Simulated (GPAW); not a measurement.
# Calculated records

How the form of the self-energy moves the gap of Al2O3 (Corundum). The structure is trigonal, space group R-3c (No. 167). The conventional cell has a = 4.760 Å, b = 4.760 Å, c = 12.996 Å, α = 90.00°, β = 90.00°, γ = 120.00°. Nearest to Al lie 6 O at 1.85 to 1.97 Å. Nearest to O lie 4 Al at 1.85 to 1.97 Å. Farther neighbours and most contacts between anions are not listed. The calculation used DFT, PBE, plane waves, PAW (and 1 further level or step) in GPAW 26.7.0, with cutoff 600 eV, GPAW PAW setups 1.2.1 data release, 4×4×4 k-mesh, nbands 203 in one of its runs. The G0W0, Godby-Needs plasmon pole is 8.697 eV and the G0W0 with rALDA vertex is 8.767 eV. The known limits are not at the basis limit. It took 3 runs, 12 min in all on 8 MPI ranks of Arm Neoverse V2, shared host (the runs of this entry). G0W0 with rALDA vertex: +0.070 eV against G0W0, Godby-Needs plasmon pole, at other bands or cutoff, so not like for like. With the rALDA kernel as a vertex the gap is 8.41 eV (in the polarisability), 9.05 eV (in the self-energy) and 8.77 eV (in both), against 8.70 eV without. The cell and positions come from the Crystallography Open Database and are kept as given unless a step says otherwise. Bands and cutoff are finite, so the gap is not at the basis limit. The miss can reach some tenths of an eV and take either sign; the mesh is an error of its own.

```xyz
10
Lattice="2.3802 1.3742 4.3319 -2.3802 1.3742 4.3319 0.0000 -2.7485 4.3319" Properties=species:S:1:pos:R:3 pbc="T T T"
Al    0.0000    0.0000    4.5765
Al    0.0000    0.0000    1.9213
Al    0.0000    0.0000    8.4191
Al    0.0000    0.0000   11.0743
O    -0.9203    1.3742    7.5808
O    -0.7300   -1.4841    7.5808
O     1.6503    0.1099    7.5808
O     0.9203   -1.3742    5.4148
O     0.7300    1.4841    5.4148
O    -1.6503   -0.1099    5.4148
```

[Paths, hosts, dates, memory and timing lines, banners, echoed tables and standing remarks are left out of the program output.]

[Logs are printed without paths, hosts, clocks, repeated set-up lines and the standing remarks that a program may print on its own settings, such as how far it seeks lower states.]

[Runs of the session that timed out or met a known fault of the program may be left out.]

[Hosts, paths, dates, database ids (printed as entryN), source tags and the programs' standing remarks are cut or masked in the printed files.]
